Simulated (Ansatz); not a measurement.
AlIn2N3 (Cmc2_1), computed twice by G0W0.

```yaml
crystal:
  lattice:
    - [5.14810, -2.96287, 0.00000]
    - [5.14810, 2.96287, 0.00000]
    - [0.00000, 0.00000, 5.50004]
  atoms:
    - { symbol: Al, position: [0.34124, 0.65876, 0.98922] }
    - { symbol: Al, position: [0.65876, 0.34124, 0.48922] }
    - { symbol: In, position: [0.98830, 0.33541, 0.98712] }
    - { symbol: In, position: [0.66459, 0.01171, 0.98712] }
    - { symbol: In, position: [0.01171, 0.66459, 0.48712] }
    - { symbol: In, position: [0.33541, 0.98830, 0.48712] }
    - { symbol: N, position: [0.96886, 0.33296, 0.38564] }
    - { symbol: N, position: [0.66704, 0.03114, 0.38564] }
    - { symbol: N, position: [0.03114, 0.66704, 0.88564] }
    - { symbol: N, position: [0.33296, 0.96886, 0.88564] }
    - { symbol: N, position: [0.36864, 0.63136, 0.33727] }
    - { symbol: N, position: [0.63136, 0.36864, 0.83727] }
```

The cell and positions are those that the Materials Project relaxed with its own functionals (PBE, PBE+U or r2SCAN), kept fixed.

The first (Ansatz 0.2.0; start PBE with 35 % screened exact exchange, 3×3×2 mesh, 699 empty bands, screening to 150 eV, PAW set soft_1 files; 1 × NVIDIA H100 80GB HBM3 (shared by 6 runs) with 2 threads of AMD EPYC 7R13 (Zen 3), shared host) gave, on its mesh: starting gap 2.37 eV, G0W0 gap 2.39 eV, RPA ε∞ (mean) 4.93, 1.7 min.

**Question.** The second changes start from PBE with 35 % screened exact exchange to PBE with 60 % screened exact exchange. What does it give?

It gave: starting gap 3.60 eV, G0W0 gap 2.91 eV, RPA ε∞ (mean) 3.84, 80 s. The G0W0 gap moves by +0.52 eV, +1.23 eV from the start and −0.71 eV from the correction. Σc changes by −0.22 eV at the valence top and +0.02 eV at the conduction bottom, and Σx − Vxc between them by −0.95 eV.

Limits: not at the basis limit; no spin-orbit coupling; coarse k mesh.

[Paths, hosts, dates, memory and timing lines, banners, echoed tables and standing remarks are left out of the program output.]

[Logs are printed without paths, hosts, clocks, repeated set-up lines and the standing remarks that a program may print on its own settings, such as how far it seeks lower states.]

[Runs of the session that timed out or met a known fault of the program may be left out.]

[Cells called generated may have been cut or substituted from an entry of the Crystallography Open Database or the Materials Project.]

[Hosts, paths, dates, database ids (printed as entryN), source tags and the programs' standing remarks are cut or masked in the printed files.]
